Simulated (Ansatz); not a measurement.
# TiGe (model cell, started as NiAs type): the cell at rest

Wanted: the relaxed cell of TiGe (model cell, started as NiAs type).

Method: DFT PBEsol, scalar-relativistic, plane waves, PAW, in Ansatz 0.2.0.

The structure was built from a prototype and need not be the compound's stable phase.

## (1) The structure

The structure is hexagonal, space group P6_3/mmc (No. 194). Conventional cell: a = 3.574 Å, b = 3.574 Å, c = 5.718 Å, α = 90.00°, β = 90.00°, γ = 120.00°. Nearest to Ti lie 6 Ge at 2.51 Å. Ge has 6 Ti at 2.51 Å nearest. Farther neighbours are not listed.

As a file:

```cif
data_structure
_symmetry_space_group_name_H-M 'P6_3/mmc'
_symmetry_Int_Tables_number 194
_cell_length_a 3.5735
_cell_length_b 3.5735
_cell_length_c 5.7176
_cell_angle_alpha 90.000
_cell_angle_beta 90.000
_cell_angle_gamma 120.000
_cell_volume 63.23
loop_
_atom_site_label
_atom_site_type_symbol
_atom_site_symmetry_multiplicity
_atom_site_Wyckoff_symbol
_atom_site_fract_x
_atom_site_fract_y
_atom_site_fract_z
_atom_site_occupancy
Ti1 Ti 2 a 0.00000 0.00000 0.00000 1
Ge1 Ge 2 c 0.33333 0.66667 0.25000 1
```

## (2) A coarse first look

First a cheap look: the gap decides the mesh and the occupations, the pressure tells how far the cell has to move.

input.yaml

```yaml
crystal:
  lattice:
    - [3.57351, 0.0, 0.0]
    - [-1.78675, 3.09475, 0.0]
    - [0.0, 0.0, 5.71761]
  atoms:
    - { symbol: Ti, position: [0.0, 0.0, 0.0] }
    - { symbol: Ti, position: [0.0, 0.0, 0.5] }
    - { symbol: Ge, position: [0.333333, 0.666667, 0.25] }
    - { symbol: Ge, position: [0.666667, 0.333333, 0.75] }
kpoints:
  mp_grid: { grid: [6, 6, 4] }
hamiltonian:
  xc: pbesol
scf:
  occupations: { method: gaussian, width: 0.1 }
output:
  forces: true
  stress: true
  eigenvalues: true
```

Launch:

```
ansatz run input.yaml --threads 4 --pin off --max-ram 7168MiB --backend cpu --events-out ev --progress --plain --runs-dir out
```

Numbers of over 12 decimals in the logs are rounded to 6 here.

Log:

```text
[...]
k-point 0: bands = [... 22 lower, 11.7213, 12.5773, 13.8424, 13.8424, 14.1607, 14.1607, 15.9154, 15.9154, ... 2 higher]
  k-point 1: bands = [... 22 lower, 11.9700, 12.5467, 13.6188, 13.6188, 14.0393, 14.0393, 15.3259, 15.3259, ... 2 higher]
  k-point 2: bands = [... 22 lower, 12.6701, 12.6701, 12.6701, 12.6701, 14.5817, 14.5817, 14.5817, 14.5817, ... 2 higher]
  k-point 20: bands = [... 22 lower, 11.2054, 11.2054, 12.2566, 12.2566, 14.4103, 14.4103, 15.2247, 15.2247, ... 2 higher]
[key lines of the parts left out:]
SCF converged after 7 iterations
Free energy (F): -13456.056592 eV
Fermi energy:    13.394100 eV
P = ⅓ Tr σ = 17.5100 GPa (175.100 kbar)
```

Elapsed: 0.78 s, on 4 threads of Arm Neoverse V2, shared host; peak memory 0.37 GiB.

Numbers from this step:

```yaml
pressure: 17.51 GPa
volume_per_atom: 15.81 Å³
gap_on_the_k_mesh: 0 eV
```

The coarse mesh shows no gap and a pressure of 17.5 GPa.

## (3) Coarse relaxation

A rough relaxation comes first, because large forces or stress need no tight tolerances yet.

Changes to input.yaml since step 2:

```diff
@@ -20 +20,6 @@
   eigenvalues: true
+relax:
+  adjacent_minimum: "off"
+  f_tol: 0.05
+  max_steps: 80
+  cell: { stress_tol: 0.5 }
```

Log:

```text
[...]
Crystal: 4 atoms, lattice volume = 63.232 Å³
Basis set: ecut = 420 eV, 1237 PW (Γ), exchange–correlation on 48×48×80 points (8 copies of the dense FFT grid, shifted against one another)
Bands: 32, of which v1, the nominal top of the filled ones, is band 26 counted from 1 (25 counted from 0)
Symmetry: 24 space group operations
[...]
cell:  # Å, volume = 68.9352 Å³
    - [3.489300, -2.8187252014188303e-6, 0.0]
    - [-1.744648, 3.021824, 0.0]
    - [0.0, 0.0, 6.537828]
  atoms:
    - { symbol: Ti, position: [0, 0, 0] }
    - { symbol: Ti, position: [0, 0, 0.500000] }
    - { symbol: Ge, position: [0.333333, 0.666667, 0.250000] }
    - { symbol: Ge, position: [0.666667, 0.333333, 0.750000] }
[key lines of the parts left out:]
SCF converged after 7 iterations
Free energy (F): -13456.647600 eV
Fermi energy:    12.405908 eV
P = ⅓ Tr σ = 0.1718 GPa (1.718 kbar)
```

Elapsed: 7.1 s, on 4 threads; peak memory 0.4 GiB.

Relaxation path:

```
step  energy less that of the first step (eV)  largest force component (eV/Å)  pressure (GPa)  volume (Å³)
   1                                   0.0000                          0.0000           17.51        63.23
   2                                  -0.4437                          0.0000            5.46        67.67
   3                                  -0.5634                          0.0000            0.89        69.35
   4                                  -0.5722                          0.0000            0.01        69.58
   5                                  -0.5750                          0.0000            0.28        69.19
   6                                  -0.5762                          0.0000            0.06        69.05
  7*                                  -0.5890                          0.0000            0.44        69.05
   8                                  -0.5910                          0.0000            0.17        68.94
  9*                                  -0.5910                          0.0000            0.17        68.94
```

Relaxation steps marked * repeat the geometry before them on a plane-wave basis chosen anew for their cell, so energy and pressure can jump there.

The run keeps the 24 symmetry operations that it works with, so distortions that break them were not tested.

| cell as run | before | after | change |
| --- | --- | --- | --- |
| a (Å) | 3.574 | 3.489 | -2.4 % |
| b (Å) | 3.574 | 3.489 | -2.4 % |
| c (Å) | 5.718 | 6.538 | +14.3 % |
| volume (Å³/atom) | 15.81 | 17.23 | +9.0 % |

The relaxed structure:

```xyz
4
Lattice="3.4893 0.0000 0.0000 -1.7446 3.0218 0.0000 0.0000 0.0000 6.5378" Properties=species:S:1:pos:R:3 pbc="T T T"
Ti    0.0000    0.0000    0.0000
Ti    0.0000    0.0000    3.2689
Ge    0.0000    2.0145    1.6345
Ge    1.7447    1.0073    4.9034
```

Numbers from this step:

* pressure: 0.1718 GPa
* volume per atom: 17.23 Å³

In this step the volume went from 15.81 to 17.23 Å³/atom.

## (4) Relaxation

Harmonic phonons are second derivatives at a point where the forces vanish, and they are wanted at zero stress, so atoms and cell are relaxed first.

input.yaml, the sections that differ from step 3:

```yaml
crystal:
  lattice:
    - [3.4893001752, -2.8187e-06, 0.0]
    - [-1.7446476465, 3.0218240025, 0.0]
    - [0.0, 0.0, 6.5378281271]
  atoms:
    - { symbol: Ti, position: [0.0, 0.0, 0.0] }
    - { symbol: Ti, position: [0.0, 0.0, 0.5] }
    - { symbol: Ge, position: [0.3333333333, 0.6666666667, 0.25] }
    - { symbol: Ge, position: [0.6666666667, 0.3333333333, 0.75] }
kpoints:
  mp_grid: { grid: [12, 12, 6] }
relax:
  adjacent_minimum: "off"
  f_tol: 0.005
  max_steps: 80
  cell: { stress_tol: 0.05 }
# hamiltonian, scf, output: as in step 3
```

Log:

```text
[...]
Crystal: 4 atoms, lattice volume = 68.935 Å³
Basis set: ecut = 420 eV, 1335 PW (Γ), exchange–correlation on 48×48×90 points (8 copies of the dense FFT grid, shifted against one another)
Bands: 32, of which v1, the nominal top of the filled ones, is band 26 counted from 1 (25 counted from 0)
[... 1 set-up line as in the run before ...]
[...]
k-points: 76 of 864
[...]
SCF iter   1: F=—  HF=-13456.666535 eV  |F-HF|=—  |Δ(HF+E_count)|=         —  Δρ=9.47e-3  dr2=7.45e-2  ethr=1.77e-3  ⟨swp⟩=5.2  Hψ=8127  notcnv=0
[...]
SCF iter   7: F=-13456.649107 eV  HF=-13456.649107 eV  |F-HF|=6.33e-9  |Δ(HF+E_count)|=   1.04e-7  Δρ=7.30e-6  dr2=2.33e-8  ethr=1.92e-10  ⟨swp⟩=5.6  Hψ=9971  notcnv=0
SCF 1 converged in 7 iterations: F = -13456.649107 eV  dr2 = 2.33e-8
[...]
relax step   1: F+E_penalty+E_count = -13456.64910678 eV  Δ(F+E_penalty+E_count) = +0.000e0 eV  max|allowed force component| = 2.174e-16 eV/Å  Δτ_max = 0.0000 Å  P = +0.301 GPa  Ω = 68.935 Å³  (7 SCF iters, dr2 threshold 1.00e-7 eV, accepted)
Crystal: 4 atoms, lattice volume = 69.484 Å³
[...]
SCF iter   6: F=-13456.658064 eV  HF=-13456.658064 eV  |F-HF|=5.94e-8  |Δ(HF+E_count)|=   4.25e-7  Δρ=1.55e-5  dr2=1.78e-7  ethr=7.69e-10  ⟨swp⟩=3.0  Hψ=8197  notcnv=0
SCF 2 converged in 6 iterations: F = -13456.658064 eV  dr2 = 1.78e-7
relax step   2: F+E_penalty+E_count = -13456.65806423 eV  Δ(F+E_penalty+E_count) = -8.957e-3 eV  max|allowed force component| = 1.180e-16 eV/Å  Δτ_max = 0.0000 Å  P = -0.035 GPa  Ω = 69.484 Å³  energy of the carried Pulay correction = -8.485e-5 eV  (6 SCF iters, dr2 threshold 4.00e-7 eV, accepted)
Crystal: 4 atoms, lattice volume = 69.478 Å³
[...]
SCF iter   6: F=-13456.658106 eV  HF=-13456.658106 eV  |F-HF|=6.26e-10  |Δ(HF+E_count)|=   1.79e-9  Δρ=1.38e-6  dr2=1.30e-9  ethr=3.21e-11  ⟨swp⟩=2.1  Hψ=7394  notcnv=0
SCF 3 converged in 6 iterations: F = -13456.658106 eV  dr2 = 1.30e-9
relax step   3: F+E_penalty+E_count = -13456.65810598 eV  Δ(F+E_penalty+E_count) = -4.175e-5 eV  max|allowed force component| = 8.095e-17 eV/Å  Δτ_max = 0.0000 Å  P = +0.024 GPa  Ω = 69.478 Å³  energy of the carried Pulay correction = -8.498e-5 eV  (6 SCF iters, dr2 threshold 4.46e-8 eV, accepted)
[...]
SCF iter   6: F=-13456.658210 eV  HF=-13456.658210 eV  |F-HF|=9.09e-12  |Δ(HF+E_count)|=  3.64e-12  Δρ=6.04e-8  dr2=3.17e-12  ethr=1.00e-12  ⟨swp⟩=2.0  Hψ=7143  notcnv=0
SCF 4 converged in 6 iterations: F = -13456.658210 eV  dr2 = 3.17e-12
relax step   4: F+E_penalty+E_count = -13456.65821015 eV  Δ(F+E_penalty+E_count) = -1.042e-4 eV  max|allowed force component| = 2.082e-17 eV/Å  Δτ_max = 0.0000 Å  P = +0.027 GPa  Ω = 69.478 Å³  stress off target by 4.10e-2 GPa  SCF on the basis re-selected at this cell (its energy is not comparable with the rows above)  (6 SCF iters)
[...]
SCF converged after 6 iterations
Free energy (F): -13456.658210 eV
[...]
Internal energy: -13456.650525 eV  (E = F + TS)
E sigma→0 (E₀):  -13456.654367 eV
Entropy (-TS):   -0.007686 eV (-1.921 meV/atom)
Fermi energy:    12.230753 eV
[...]
--- Stress (GPa, compression-positive) ---
        0.019557      -0.000000       0.000000
       -0.000000       0.019557       0.000000
        0.000000       0.000000       0.040954
  P = ⅓ Tr σ = 0.0267 GPa (0.267 kbar)
--- Band table (eV; the first three rows and the last of 76) ---
  k-point 0: bands = [... 22 lower, 11.0293, 11.3099, 12.6616, 12.6616, 12.7629, 12.7629, 13.9522, 13.9522, ... 2 higher]
  k-point 1: bands = [... 22 lower, 11.1100, 11.1658, 12.5091, 12.5091, 12.8163, 12.8163, 13.7930, 13.7930, ... 2 higher]
  k-point 2: bands = [... 22 lower, 11.3447, 11.3447, 12.1351, 12.1351, 12.9698, 12.9698, 13.4943, 13.4943, ... 2 higher]
  k-point 75: bands = [... 22 lower, 9.6591, 9.6591, 10.5712, 10.5712, 12.7182, 12.7182, 14.0467, 14.0467, ... 2 higher]
--- Relaxed structure (3 steps of the walk, 3 accepted, 1 SCFs on fresh bases) ---
[...]
cell:  # Å, volume = 69.4781 Å³
    - [3.535504, -2.8560441104654992e-6, 0.0]
    - [-1.767750, 3.061838, 0.0]
    - [0.0, 0.0, 6.418222]
  atoms:
    - { symbol: Ti, position: [0, 0, 0.0] }
    - { symbol: Ti, position: [0, 0, 0.5] }
    - { symbol: Ge, position: [0.333333, 0.666667, 0.25] }
    - { symbol: Ge, position: [0.666667, 0.333333, 0.750000] }
```

Wall time 9.7 s (4 threads); peak memory 0.48 GiB.

Step by step:

| step | energy less that of the first step (eV) | largest force component (eV/Å) | pressure (GPa) | volume (Å³) |
| --- | --- | --- | --- | --- |
| 1 | 0.0000 | 0.0000 | 0.30 | 68.94 |
| 2 | -0.0090 | 0.0000 | -0.04 | 69.48 |
| 3 | -0.0090 | 0.0000 | 0.02 | 69.48 |
| 4* | -0.0091 | 0.0000 | 0.03 | 69.48 |

Relaxation steps marked * repeat the geometry before them on a plane-wave basis chosen anew for their cell, so energy and pressure can jump there.

The run keeps the 24 symmetry operations that it works with, so distortions that break them were not tested.

```csv
"conventional cell, symmetrised",before,after,change
a (Å),3.489,3.536,+1.3 %
b (Å),3.489,3.536,+1.3 %
c (Å),6.538,6.418,-1.8 %
volume (Å³/atom),17.23,17.37,+0.8 %
```

Final coordinates:

```cif
data_structure
_symmetry_space_group_name_H-M 'P 1'
_symmetry_Int_Tables_number 1
_cell_length_a 3.5355
_cell_length_b 3.5355
_cell_length_c 6.4182
_cell_angle_alpha 90.000
_cell_angle_beta 90.000
_cell_angle_gamma 120.000
_cell_volume 69.48
loop_
_atom_site_label
_atom_site_type_symbol
_atom_site_fract_x
_atom_site_fract_y
_atom_site_fract_z
_atom_site_occupancy
Ti1 Ti 0.00000 0.00000 0.00000 1
Ti2 Ti 0.00000 0.00000 0.50000 1
Ge3 Ge 0.33333 0.66667 0.25000 1
Ge4 Ge 0.66667 0.33333 0.75000 1
```

This step gave:

| Quantity | Value |
| --- | --- |
| pressure | 0.02669 GPa |
| volume per atom | 17.37 Å³ |

In this step the volume went from 17.23 to 17.37 Å³/atom.

## (5) Relaxing to small forces for the phonons

Phonons need a cell at rest on their own settings, so the relaxation is repeated with tight tolerances on forces and stress on the k mesh and occupations of the first response run.

input.yaml

```yaml
crystal:
  lattice:
    - [3.5355041036, -2.856e-06, 0.0]
    - [-1.7677495784, 3.0618377969, 0.0]
    - [0.0, 0.0, 6.4182217564]
  atoms:
    - { symbol: Ti, position: [0.0, 0.0, 0.0] }
    - { symbol: Ti, position: [0.0, 0.0, 0.5] }
    - { symbol: Ge, position: [0.3333333333, 0.6666666667, 0.25] }
    - { symbol: Ge, position: [0.6666666667, 0.3333333333, 0.75] }
kpoints:
  mp_grid: { grid: [12, 12, 6] }
hamiltonian:
  xc: pbesol
scf:
  occupations: { method: methfessel_paxton, width: 0.15 }
output:
  forces: true
  stress: true
  eigenvalues: true
relax:
  adjacent_minimum: "off"
  f_tol: 0.001
  max_steps: 60
  cell: { stress_tol: 0.01 }
```

Log:

```text
[...]
Crystal: 4 atoms, lattice volume = 69.478 Å³
Basis set: ecut = 420 eV, 1335 PW (Γ), exchange–correlation on 48×48×90 points (8 copies of the dense FFT grid, shifted against one another)
Bands: 32, of which v1, the nominal top of the filled ones, is band 26 counted from 1 (25 counted from 0)
[... 1 set-up line as in the run before ...]
[...]
k-points: 76 of 864
[...]
--- Relaxed structure (2 steps of the walk, 2 accepted, 1 SCFs on fresh bases) ---
[...]
cell:  # Å, volume = 69.4947 Å³
    - [3.536277, -2.856642446425343e-6, 0]
    - [-1.768136, 3.062507, 0]
    - [0, 0, 6.416950]
  atoms:
    - { symbol: Ti, position: [0, 0, 0] }
    - { symbol: Ti, position: [0, 0, 0.500000] }
    - { symbol: Ge, position: [0.333333, 0.666667, 0.250000] }
    - { symbol: Ge, position: [0.666667, 0.333333, 0.750000] }
[key lines of the parts left out:]
SCF converged after 5 iterations
Free energy (F): -13456.653020 eV
Fermi energy:    12.239402 eV
P = ⅓ Tr σ = -0.0033 GPa (-0.033 kbar)
```

Wall time 6.9 s (4 threads); peak memory 0.48 GiB; 26 s of CPU time.

Little changed from the start: no atom moved by 0.005 Å and no cell edge by 0.1 %.

This step gave:

```
pressure : -0.003307 GPa
```

The forces vanish by symmetry and the pressure is -0.003 GPa, within the tolerances set. The cell now holds 17.37 Å³/atom.

## (6) What came out

- space group after relaxation (within 0.01 Å): P6_3/mmc
- lattice constant a: 3.536 Å
- lattice constant b: 3.536 Å
- lattice constant c: 6.417 Å
- volume per atom: 17.4 Å³

What this shows: The forces vanish by symmetry and the pressure is -0.003 GPa, within the tolerances set. The cell now holds 17.37 Å³/atom. The relaxation keeps the symmetry of its start, so it says nothing on stability against lower symmetry. The starting cell was built on a prototype and not taken from a measurement, so the phase need not exist.

[Logs are printed without paths, hosts, clocks, repeated set-up lines and the standing remarks that a program may print on its own settings, such as how far it seeks lower states.]

[Hosts, paths, dates, database ids (printed as entryN), source tags and the programs' standing remarks are cut or masked in the printed files.]
